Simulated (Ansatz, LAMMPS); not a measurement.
# Amorphous 37HfO2-63TiO2 (mol %) (90 atoms) under strain: runs compared

How stiff is amorphous 37HfO2-63TiO2 (mol %) (90 atoms), and how do its levels respond to strain?

Computed with Ansatz 0.2.0: Kohn-Sham DFT, PBEsol, PAW (set soft_2), plane waves.

### 1. The cell as built

The cell holds 90 atoms: 11 Hf, 19 Ti and 60 O. Its edges and angles: a = 10.556 Å, b = 10.556 Å, c = 10.556 Å, α = 90.0°, β = 90.0°, γ = 90.0°. 90 atoms (11 Zr, 19 Ti, 60 O) placed at random at 4.16 g/cm³, melted at 5000 K for 10 ps at fixed volume with the Morse and Coulomb pair potential with partial charges (Pedone, Malavasi, Menziani, Cormack and Segre, J. Phys. Chem. B 110, 11780 (2006)). Quenched from 5000 K to 300 K at 200 K/ps and fixed volume, held 10 ps at zero pressure, then minimised at fixed cell. Then Zr was replaced by Hf and the cell scaled by 1.008 (the potential has no terms for the new elements, so the cell is a start for a DFT relaxation).

What the set-up can't give: The quench rate of 200 K/ps is many orders above laboratory rates, so the cell is likely richer in defects and strain than a real sample. The network of bonds at the start is that of the classical potential that made the cell, and needn't be the one that DFT or experiment would give. The Brillouin zone is sampled at Γ only. No spin–orbit coupling is included, so levels derived from the heavy atoms are approximate.

### 2. The reference run

The reference is a single point at the end of the relaxation.

Every strained cell starts from the geometry of this run, and its atoms are relaxed with the cell held.

Its input, with most atom lines left out:

```yaml
crystal:
  lattice:
    - [10.30986, -0.1981, 0.06876]
    - [-0.1981, 9.75195, -0.06867]
    - [0.06876, -0.06867, 10.61788]
  atoms:
    - { symbol: Hf, position: [0.84732, 0.27779, 0.45231] }
    - { symbol: Hf, position: [0.08805, 0.18379, 0.64648] }
    - { symbol: Hf, position: [0.27221, 0.36192, 0.14905] }
    - { symbol: Hf, position: [0.82612, 0.96523, 0.65032] }
    - { symbol: Hf, position: [0.01505, 0.13468, 0.16302] }
    - { symbol: Hf, position: [0.90839, 0.3958, 0.90835] }
    - { symbol: Hf, position: [0.04162, 0.75443, 0.71394] }
    [... atom lines 8 to 90 left out ...]
kpoints:
  mp_grid: { grid: [1, 1, 1] }
hamiltonian:
  xc: pbesol
scf:
  occupations: { method: fermi_dirac, width: 0.05 }
output:
  forces: true
  stress: true
  populations: true
  dos:
    method: { smearing: { sigma: 0.1 } }
    de: 0.1
    projected: { site_lists: { Hf: [Hf], O: [O], Ti: [Ti] } }
  eigenvalues: true
  write_density: true
  write_potential: true
  volumetric_format: npy
  elf: true
```

| Item | Value |
| --- | --- |
| free energy per atom | -2804.0303 eV/atom |
| r.m.s. force component | 0.0077 eV/Å |
| pressure | -0.01981 GPa |

Filled and empty levels are parted by 2.70 eV (at Γ alone); a semilocal functional tends to put such gaps too low. In a disordered cell it changes from sample to sample, and tail or defect levels can set it.

### 3. The runs

Each row is one run, on 4 threads of Intel Xeon 6975P-C (Granite Rapids), shared host. The free energy is the program's total, comparable only between runs with the same functional, potentials and atoms.

```
                                 run  atoms    outcome  ionic steps, all passes  free energy (eV)     time  host memory (GiB)
           Single point at the start     90  converged                        -       -252355.124     11 s                1.9
              Cell and atoms relaxed     90  converged                       64       -252362.731   10 min                2.0
Single point at the relaxed geometry     90  converged                        -       -252362.731     14 s                1.9
                         Volume -3 %     90  converged                       10       -252362.420     88 s                1.8
                         Volume +3 %     90  converged                       10       -252362.436     94 s                1.9
                         Volume -6 %     90  converged                       20       -252361.563  2.9 min                1.8
                         Volume +6 %     90  converged                       28       -252361.744  4.7 min                2.0
                        Volume -10 %     90  converged                       16       -252359.179  2.2 min                1.8
            Stretched by 1 % along x     90  converged                        8       -252362.680     72 s                1.8
           Compressed by 1 % along x     90  converged                        9       -252362.680     84 s                1.9
                Sheared by 2 % in xy     90  converged                        5       -252362.655     48 s                1.9
```

In some runs the program notes that the SCF threshold is loose for the stress.

### 4. Pressure against volume

Atoms are relaxed at each volume, in the scaled cell.

```
volume change (%)  volume (Å³/atom)  energy change (meV/atom)  pressure (GPa)  largest move on relaxing (Å)  bonds  gap (eV)
              -10            10.670                     39.47           12.25                          0.70    187                2.60
               -6            11.144                     12.98            5.85                          0.60    184                2.67
               -3            11.500                      3.46            3.17                          0.25    180                2.67
               +0            11.856                      0.00           -0.02                             -    177                2.70
               +3            12.212                      3.28           -2.91                          0.19    177                2.74
               +6            12.567                     10.96           -3.50                          0.58    174                2.71
```

### 5. Uniaxial strain and shear

Stress (GPa, compression positive) less that of the relaxed cell, atoms relaxed:

| strain | xx | yy | zz | xy | energy change (meV/atom) |
| --- | --- | --- | --- | --- | --- |
| stretched by 1 % along x | -1.515 | -0.610 | -0.558 | -0.067 | 0.57 |
| compressed by 1 % along x | 1.311 | 0.582 | 0.516 | 0.041 | 0.56 |
| sheared by 2 % in xy | -0.140 | -0.231 | 0.137 | -1.105 | 0.84 |

### 6. What came out

The bulk modulus, from the slope of pressure against ln V over the three points nearest the relaxed volume, is 101 GPa; between neighbouring points the slope runs 147, 85, 105, 98 and 21 GPa from the smallest volume up, without a steady fall, so no pressure derivative is given. The count of bonds runs from 174 to 187 over the series, so at some points contacts cross the cutoffs. At -10 %, -6 % and +6 % some atom moved by over 0.5 Å on relaxing, so those points may sit in another local minimum. The gap goes from 2.60 eV at the smallest volume to 2.71 eV at the largest, +0.7 eV per unit of ln V by a straight line, not monotonically (lowest 2.60, highest 2.74 eV), on the run's k-points. In the Cartesian axes of the cell, finite differences give C11 = 141, C12 = 59.6, C13 = 53.7 and C66 = 55.3 GPa (the shear of 2 % is the engineering strain, εxy = 0.01). The mean of C11, C12 and C13, which equals the bulk modulus in a cubic or isotropic solid, is 84.9 GPa: it lies 16 % under the bulk modulus from the volumes. For an isotropic solid C66 would equal (C11 − C12)/2 = 40.9 GPa; so small a sample needn't be isotropic, and C66 rests on one shear. The two differ too much for isotropic moduli to be formed.

Caveats: Strains are finite and relaxations stop at the force tolerance of the input, which can leave moduli too stiff; they are those of a static cell at zero temperature. Volumes are changed with the cell's shape held, so in an anisotropic solid the modulus lies over the one under free hydrostatic load. The program notes that the SCF threshold of the relaxations is loose for the stress.

The DFT runs together took 27 min of wall time.

[Logs are printed without paths, hosts, clocks, repeated set-up lines and the standing remarks that a program may print on its own settings, such as how far it seeks lower states.]

[Hosts, paths, dates, database ids (printed as entryN), source tags and the programs' standing remarks are cut or masked in the printed files.]
